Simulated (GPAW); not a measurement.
**O K ELNES/XANES of CsLiMoO4 (F-43m) from DFT**

What does one-electron theory with a core hole give for the O K edge of CsLiMoO4 (F-43m)?

Method: X-ray absorption from dipole matrix elements to empty bands, plane-wave PAW LDA, in GPAW 26.7.0.

Report form: the programs' logs are mostly left out.

## 1. Set-up

Symmetry: F-43m, No. 216, cubic system. The conventional cell has a = 8.392 Å, b = 8.392 Å, c = 8.392 Å, α = 90.00°, β = 90.00°, γ = 90.00°. Cs has 12 O at 3.49 Å nearest. Mo has 4 O at 1.76 Å nearest. O has 1 Mo at 1.76 Å and 1 Li at 1.87 Å and 3 Cs at 3.49 Å nearest. Nearest to Li lie 4 O at 1.87 Å. Farther neighbours and most contacts between anions are not listed.

## 2. Ground state of the crystal

A plain self-consistent run shows whether there is a gap, which decides the set-up of the core-hole run.

Input file scf.py:

```python
import numpy as np
from ase import Atoms
from ase.parallel import parprint, paropen
from gpaw import GPAW, PW, FermiDirac, Mixer, MixerDif, setup_paths
from gpaw.test import gen
setup_paths.insert(0, '.')
gen('O', name='nch1s', xcname='LDA', corehole=(1, 0, 0), write_xml=True)
from gpaw.mpi import world
world.barrier()

atoms = Atoms('CsMoO4Li',
    cell=[[0, 4.19603097, 4.19603097],
     [4.19603097, 0, 4.19603097],
     [4.19603097, 4.19603097, 0]],
    scaled_positions=[[0.25, 0.25, 0.25],
     [0.75, 0.75, 0.75],
     [0.62878916, 0.11363252, 0.62878916],
     [0.11363252, 0.62878916, 0.62878916],
     [0.62878916, 0.62878916, 0.62878916],
     [0.62878916, 0.62878916, 0.11363252],
     [0.5, 0.5, 0.5]],
    pbc=True)
atoms.calc = calc = GPAW(legacy_gpaw=True, mode=PW(500, force_complex_dtype=True), xc='LDA', setups={2: 'nch1s'},
    kpts={'size': (5, 5, 5), 'gamma': True}, occupations=FermiDirac(0.05),
    charge=0, mixer=Mixer(0.1, 5, 50), maxiter=150,
    convergence={'density': 0.0001, 'eigenstates': 1e-6}, txt='scf.txt')
energy = atoms.get_potential_energy() + calc.get_reference_energy()
ef = calc.get_fermi_level()
out = dict(energy=energy, fermi=ef, forces=atoms.get_forces().tolist())
parprint(f'all-electron energy {energy:.4f} eV, Fermi level {ef:.4f} eV')
ev = np.array([[calc.get_eigenvalues(k, s) for k in range(len(calc.get_ibz_k_points()))] for s in range(calc.get_number_of_spins())])
out['homo'], out['lumo'], out['counts'] = ev[ev < ef].max(), ev[ev > ef].min(), sorted(set((ev < ef).sum((0, 2)).tolist()))
out['filled'] = (ev[:, 0] < ef).sum(1).tolist()
import json
with paropen('out.json', 'w') as f:
    json.dump(out, f)
```

On the command line:

```bash
OMP_NUM_THREADS=1 mpirun -n 4 gpaw python scf.py
```

Run time: 14 s. Hardware: 4 MPI ranks of Intel Xeon Platinum 8488C (Sapphire Rapids), shared host; peak memory 0.24 GiB.

The mesh shows a gap of 4.40 eV, so the hole is first treated in a charged cell, without the excited electron.

## 3. Spectrum without a core hole, O atom 3

Without a hole the spectrum is the empty density of states of the right symmetry on the absorber, weighted by matrix elements. It needs only the small cell and serves as the baseline. The data set with a hole of occupation 0 only carries the core orbital.

The absorber has 1 Mo at 1.76 Å and 1 Li at 1.87 Å (linear, site symmetry 3m).

Input file xas.py:

```python
import numpy as np
from ase import Atoms
from ase.parallel import parprint, paropen
from gpaw import GPAW, PW, FermiDirac, Mixer, MixerDif, setup_paths
from gpaw.test import gen
setup_paths.insert(0, '.')
gen('O', name='nch1s', xcname='LDA', corehole=(1, 0, 0), write_xml=True)
from gpaw.mpi import world
world.barrier()

atoms = Atoms('CsMoO4Li',
    cell=[[0, 4.19603097, 4.19603097],
     [4.19603097, 0, 4.19603097],
     [4.19603097, 4.19603097, 0]],
    scaled_positions=[[0.25, 0.25, 0.25],
     [0.75, 0.75, 0.75],
     [0.62878916, 0.11363252, 0.62878916],
     [0.11363252, 0.62878916, 0.62878916],
     [0.62878916, 0.62878916, 0.62878916],
     [0.62878916, 0.62878916, 0.11363252],
     [0.5, 0.5, 0.5]],
    pbc=True)
atoms.calc = calc = GPAW(legacy_gpaw=True, mode=PW(500, force_complex_dtype=True), xc='LDA', setups={2: 'nch1s'},
    kpts={'size': (5, 5, 5), 'gamma': True}, occupations=FermiDirac(0.02),
    charge=0, mixer=Mixer(0.1, 5, 50), maxiter=150,
    convergence={'density': 0.0001, 'eigenstates': 1e-6}, txt='scf.txt')
energy = atoms.get_potential_energy() + calc.get_reference_energy()
ef = calc.get_fermi_level()
out = dict(energy=energy, fermi=ef, forces=atoms.get_forces().tolist())
parprint(f'all-electron energy {energy:.4f} eV, Fermi level {ef:.4f} eV')
ev = np.array([[calc.get_eigenvalues(k, s) for k in range(len(calc.get_ibz_k_points()))] for s in range(calc.get_number_of_spins())])
out['homo'], out['lumo'], out['counts'] = ev[ev < ef].max(), ev[ev > ef].min(), sorted(set((ev < ef).sum((0, 2)).tolist()))
out['filled'] = (ev[:, 0] < ef).sum(1).tolist()

from ase.units import Ha
from gpaw.xas import dipole_matrix_elements
nb = int(calc.get_number_of_electrons() / 2) + 96
top, nb = nb, nb + 8 + nb // 12
nscf = calc.fixed_density(kpts={'size': (5, 5, 5), 'gamma': True}, nbands=nb,
    convergence={'bands': top, 'eigenstates': 5e-3}, maxiter=60, txt='nscf.txt')
cell = atoms.cell.array
ops = [cell.T @ U.T @ np.linalg.inv(cell.T) for U in nscf.wfs.kd.symmetry.op_scc]
filled = [24]  # bands filled in the ground state, by spin
E = np.arange(-25, 34, 0.1)
fwhm = np.interp(E, [4, 25], [0.9, 3.5])
Y, X, zero, highest = 0, 0, 1e9, 1e9
for spin in range(nscf.get_number_of_spins()):
    wfs = nscf.wfs
    mine = wfs.bd.get_slice()  # this rank's bands
    A = dipole_matrix_elements(wfs.setups[2])
    eps = np.zeros((wfs.kd.nibzkpts, nb))
    d = np.zeros((3, A.shape[1], wfs.kd.nibzkpts, nb), complex)
    for kpt in wfs.kpt_u:
        if kpt.s == spin and 2 in kpt.P_ani:
            eps[kpt.k, mine] = kpt.eps_n * Ha
            d[:, :, kpt.k, mine] = (kpt.weight * wfs.nspins / 2) ** 0.5 * np.inner(A, kpt.P_ani[2])
    world.sum(eps)
    world.sum(d)
    T = np.einsum('amkn,bmkn->abkn', d, d.conj()).real
    T = sum(np.einsum('ai,ijkn,bj->abkn', R, T, R) for R in ops) / len(ops)
    empty = np.ones_like(eps, bool) & (np.arange(nb) >= filled[spin])
    zero, highest = min(zero, eps[empty].min()), min(highest, eps[:, top - 1].min())
    lines = [(eps, T, empty)] if spin == 0 else lines + [(eps, T, empty)]
for eps, T, empty in lines:
    f = np.einsum('aakn->akn', T).reshape(3, -1)
    x = eps.ravel() - zero
    w = np.interp(x, E, fwhm) / 2.35482
    g = np.exp(-0.5 * ((E[:, None] - x) / w) ** 2) / (w * (2 * np.pi) ** 0.5)
    Y = Y + (f * empty.ravel()) @ g.T
    X = X + (f * ~empty.ravel()) @ g.T
out.update(E=E.round(2).tolist(), xas=Y.tolist(), xes=X.tolist(), zero=zero, valid=highest - zero, nk=len(eps), nb=nb)
for i in range(0, len(E), 10):
    parprint(f'{E[i]:7.2f}', *(f'{v:10.3e}' for v in Y[:, i]))
import json
with paropen('out.json', 'w') as f:
    json.dump(out, f)
```

On the command line:

```bash
OMP_NUM_THREADS=1 mpirun -n 4 gpaw python xas.py
```

Wall time 38 s (4 MPI ranks); peak memory 0.36 GiB; 2.5 min of CPU time.

The O K spectrum, O atom 3, no core hole (energy from the lowest empty level; intensity scaled to a mean of 1 over the first 20 eV):

| E (eV) | intensity |
| --- | --- |
| -2.0 | 0.00 |
| -1.0 | 0.01 |
| 0.0 | 1.98 |
| 1.0 | 1.24 |
| 2.0 | 3.56 |
| 3.0 | 0.85 |
| 4.0 | 1.08 |
| 5.0 | 0.61 |
| 6.0 | 0.65 |
| 7.0 | 0.75 |
| 8.0 | 0.69 |
| 9.0 | 0.87 |
| 10.0 | 1.07 |
| 11.0 | 1.06 |
| 12.0 | 0.83 |
| 13.0 | 0.80 |
| 14.0 | 0.80 |
| 15.0 | 0.70 |
| 16.0 | 0.66 |
| 17.0 | 0.72 |
| 18.0 | 0.73 |
| 19.0 | 0.67 |
| 20.0 | 0.64 |
| 21.0 | 0.65 |
| 22.0 | 0.66 |
| 23.0 | 0.67 |
| 24.0 | 0.67 |
| 25.0 | 0.67 |
| 26.0 | 0.68 |
| 27.0 | 0.72 |
| 28.0 | 0.77 |
| 29.0 | 0.79 |
| 30.0 | 0.76 |
| 31.0 | 0.69 |
| 32.0 | 0.64 |

Main maxima below 24 eV (height): 0.3 eV (2.71), 2.1 eV (3.70), 4.2 eV (1.11), 6.7 eV (0.77), 10.5 eV (1.11) and 17.6 eV (0.73). A K edge sees empty p states; the first features are O p mixed into the empty d states of the Mo neighbours, and the broad ones above probably into the cations' higher empty bands.

The same matrix elements for filled bands give the O K emission of O atom 3 (ground-state approximation; energy from the lowest empty level, largest value 1):

| E (eV) | emission |
| --- | --- |
| -24.00 | 0.00 |
| -23.25 | 0.00 |
| -22.50 | 0.00 |
| -21.75 | 0.00 |
| -21.00 | 0.00 |
| -20.25 | 0.00 |
| -19.50 | 0.01 |
| -18.75 | 0.00 |
| -18.00 | 0.00 |
| -17.25 | 0.00 |
| -16.50 | 0.00 |
| -15.75 | 0.00 |
| -15.00 | 0.00 |
| -14.25 | 0.00 |
| -13.50 | 0.00 |
| -12.75 | 0.00 |
| -12.00 | 0.00 |
| -11.25 | 0.00 |
| -10.50 | 0.01 |
| -9.75 | 0.00 |
| -9.00 | 0.00 |
| -8.25 | 0.22 |
| -7.50 | 0.66 |
| -6.75 | 0.26 |
| -6.00 | 0.35 |
| -5.25 | 0.88 |
| -4.50 | 0.77 |
| -3.75 | 0.07 |
| -3.00 | 0.00 |
| -2.25 | 0.00 |
| -1.50 | 0.00 |
| -0.75 | 0.00 |
| 0.00 | 0.00 |
| 0.75 | 0.00 |
| 1.50 | 0.00 |
| 2.25 | 0.00 |
| 3.00 | 0.00 |

Emission maxima: -7.6 eV (0.68) and -5.0 eV (1.00).

## 4. Reference energy of the cell

The photon energy needs a difference of total energies, so the cell and mesh of the coming hole run are first run without a hole.

scf.py, as its differences from that of step 2:

```diff
@@ -23,3 +23,3 @@
 atoms.calc = calc = GPAW(legacy_gpaw=True, mode=PW(500, force_complex_dtype=True), xc='LDA', setups={2: 'nch1s'},
-    kpts={'size': (5, 5, 5), 'gamma': True}, occupations=FermiDirac(0.05),
+    kpts={'size': (4, 4, 4), 'gamma': True}, occupations=FermiDirac(0.02),
     charge=0, mixer=Mixer(0.1, 5, 50), maxiter=150,
```

On the command line:

```bash
OMP_NUM_THREADS=1 mpirun -n 4 gpaw python scf.py
```

Elapsed: 12 s, on 4 MPI ranks; peak memory 0.24 GiB; 48 s of CPU time.

Reference energy: -330018.247 eV with the cores included.

## 5. Spectrum with FCH, O atom 3

The holes are 5.9 Å apart. In GPAW the data set carries the hole's charge, so charge=0 means a charged cell and charge=-1 a neutral one. The excited electron is left out and a uniform background balances the charge. After the field has converged, empty bands are computed with the density fixed and the dipole matrix elements are summed.

xas.py, as its differences from that of step 3:

```diff
@@ -6,3 +6,3 @@
 setup_paths.insert(0, '.')
-gen('O', name='nch1s', xcname='LDA', corehole=(1, 0, 0), write_xml=True)
+gen('O', name='fch1s', xcname='LDA', corehole=(1, 0, 1), write_xml=True)
 from gpaw.mpi import world
@@ -22,4 +22,4 @@
     pbc=True)
-atoms.calc = calc = GPAW(legacy_gpaw=True, mode=PW(500, force_complex_dtype=True), xc='LDA', setups={2: 'nch1s'},
-    kpts={'size': (5, 5, 5), 'gamma': True}, occupations=FermiDirac(0.02),
+atoms.calc = calc = GPAW(legacy_gpaw=True, mode=PW(500, force_complex_dtype=True), xc='LDA', setups={2: 'fch1s'},
+    kpts={'size': (4, 4, 4), 'gamma': True}, occupations=FermiDirac(0.02),
     charge=0, mixer=Mixer(0.1, 5, 50), maxiter=150,
@@ -43,3 +43,3 @@
 filled = [24]  # bands filled in the ground state, by spin
-E = np.arange(-25, 34, 0.1)
+E = np.arange(-6, 34, 0.1)
 fwhm = np.interp(E, [4, 25], [0.9, 3.5])
```

On the command line:

```bash
OMP_NUM_THREADS=1 mpirun -n 4 gpaw python xas.py
```

Wall time 36 s (4 MPI ranks); peak memory 0.34 GiB; 2.4 min of CPU time.

The O K spectrum, O atom 3, full core hole (charged cell) (energy from the lowest empty level; intensity scaled to a mean of 1 over the first 20 eV):

| E (eV) | intensity |
| --- | --- |
| -2.00 | 0.00 |
| -1.25 | 0.00 |
| -0.50 | 0.65 |
| 0.25 | 2.87 |
| 1.00 | 0.91 |
| 1.75 | 3.28 |
| 2.50 | 1.49 |
| 3.25 | 0.16 |
| 4.00 | 0.34 |
| 4.75 | 0.83 |
| 5.50 | 0.93 |
| 6.25 | 0.60 |
| 7.00 | 0.66 |
| 7.75 | 0.90 |
| 8.50 | 0.95 |
| 9.25 | 1.02 |
| 10.00 | 1.20 |
| 10.75 | 1.24 |
| 11.50 | 1.10 |
| 12.25 | 0.91 |
| 13.00 | 0.79 |
| 13.75 | 0.79 |
| 14.50 | 0.82 |
| 15.25 | 0.80 |
| 16.00 | 0.76 |
| 16.75 | 0.77 |
| 17.50 | 0.82 |
| 18.25 | 0.87 |
| 19.00 | 0.86 |
| 19.75 | 0.82 |
| 20.50 | 0.80 |
| 21.25 | 0.81 |
| 22.00 | 0.83 |
| 22.75 | 0.85 |
| 23.50 | 0.86 |
| 24.25 | 0.86 |
| 25.00 | 0.86 |
| 25.75 | 0.86 |
| 26.50 | 0.86 |
| 27.25 | 0.88 |
| 28.00 | 0.92 |
| 28.75 | 0.95 |
| 29.50 | 0.97 |
| 30.25 | 0.94 |
| 31.00 | 0.89 |
| 31.75 | 0.84 |

Main maxima below 24 eV (height): 0.2 eV (2.93), 1.8 eV (3.35), 5.2 eV (0.97), 10.5 eV (1.26) and 18.5 eV (0.87). 

The hole costs E(hole) − E(ground) = 530.91 eV, and the lowest empty level of the hole cell on the spectrum's mesh lies at 3.82 eV, which puts the zero at 534.73 eV. One term is added: -8.83 eV, since the hole is spin-paired here and a spin-polarised one costs that much less in the free atom (computed apart). The photon energy is then 525.90 eV. The functional and the charged cell's background leave an error in such absolute values: in the free atom LDA prices this hole 4.1 eV below PBE (computed apart), and PBE is itself good to a few eV.

## 6. With and without the hole

Both curves are counted from their own zero, so only the shift of weight within the empty states shows.

| E (eV) | no hole | FCH |
| --- | --- | --- |
| -2.0 | 0.00 | 0.00 |
| -1.0 | 0.01 | 0.03 |
| 0.0 | 1.98 | 2.62 |
| 1.0 | 1.24 | 0.91 |
| 2.0 | 3.56 | 3.18 |
| 3.0 | 0.85 | 0.31 |
| 4.0 | 1.08 | 0.34 |
| 5.0 | 0.61 | 0.94 |
| 6.0 | 0.65 | 0.69 |
| 7.0 | 0.75 | 0.66 |
| 8.0 | 0.69 | 0.93 |
| 9.0 | 0.87 | 0.98 |
| 10.0 | 1.07 | 1.20 |
| 11.0 | 1.06 | 1.21 |
| 12.0 | 0.83 | 0.98 |
| 13.0 | 0.80 | 0.79 |
| 14.0 | 0.80 | 0.80 |
| 15.0 | 0.70 | 0.81 |
| 16.0 | 0.66 | 0.76 |
| 17.0 | 0.72 | 0.78 |
| 18.0 | 0.73 | 0.86 |
| 19.0 | 0.67 | 0.86 |
| 20.0 | 0.64 | 0.81 |
| 21.0 | 0.65 | 0.80 |
| 22.0 | 0.66 | 0.83 |
| 23.0 | 0.67 | 0.85 |
| 24.0 | 0.67 | 0.86 |
| 25.0 | 0.67 | 0.86 |
| 26.0 | 0.68 | 0.86 |
| 27.0 | 0.72 | 0.87 |
| 28.0 | 0.77 | 0.92 |
| 29.0 | 0.79 | 0.96 |
| 30.0 | 0.76 | 0.96 |
| 31.0 | 0.69 | 0.89 |
| 32.0 | 0.64 | 0.82 |

With each curve scaled to its own mean, the area from −2 to 6 eV with the hole is 8.7 against 9.6, and the centre of weight from −1 to 20 eV moves by +0.6 eV (first and strongest maxima below 20 eV: 0.3 eV (2.71), 2.1 eV (3.70) and 4.2 eV (1.11) without the hole, 0.2 eV (2.93), 1.8 eV (3.35) and 10.5 eV (1.26) with it): the weight at the onset falls, probably as the absorber's own filled states drop away from the neighbours' empty ones and mix less with them.

## 7. Results

```yaml
absorber_and_edge: O K, atom 3 of the ground-state input (counted from 1)
surroundings: 1 Mo at 1.76 Å and 1 Li at 1.87 Å (linear, site symmetry 3m)
highest_intensity_below_16_ev: 1.8 eV above the zero, height 3.35
photon_energy_of_the_zero_with_the_added_terms: 525.9 eV (raw 534.7 eV; LDA puts this hole about 4 eV below PBE, itself good to a few eV)
```

In words: The O K edge of atom 3, with 1 Mo at 1.76 Å and 1 Li at 1.87 Å (linear, site symmetry 3m), has its highest intensity of the first 16 eV at 1.8 eV above the zero, near 528 eV in photon energy (LDA puts this hole about 4 eV below PBE, itself good to a few eV), 3.3 times the mean level of the first 20 eV (Gaussian full width 0.9 eV up to 4 eV, rising linearly to 3.5 eV at 25 eV). With each curve scaled to its own mean, the area from −2 to 6 eV with the hole is 8.7 against 9.6, and the centre of weight from −1 to 20 eV moves by +0.6 eV (first and strongest maxima below 20 eV: 0.3 eV (2.71), 2.1 eV (3.70) and 4.2 eV (1.11) without the hole, 0.2 eV (2.93), 1.8 eV (3.35) and 10.5 eV (1.26) with it): the weight at the onset falls, probably as the absorber's own filled states drop away from the neighbours' empty ones and mix less with them. The holes are only 5.9 Å apart, so the shape is probably not converged with cell size; no larger cell was run here. The mesh is coarse (0.26 Å⁻¹ between points), so small maxima may be mesh ripples. Lifetime broadening is put in by hand, and intensities beyond about 20 eV depend on it and on the partial waves. The structure is a computed Materials Project entry and may be a hypothetical form.

[Logs are printed without paths, hosts, clocks, repeated set-up lines and the standing remarks that a program may print on its own settings, such as how far it seeks lower states.]

[Hosts, paths, dates, database ids (printed as entryN), source tags and the programs' standing remarks are cut or masked in the printed files.]

[Lists of maxima count a maximum above −3 eV only where it reaches 4 % of the highest in the window and stands out from its surroundings by 2 % of it (1.5 % where it reaches 55 %); shoulders and weaker maxima are passed over, and of the rest the first, up to two pre-edge ones and the few strongest are named.]
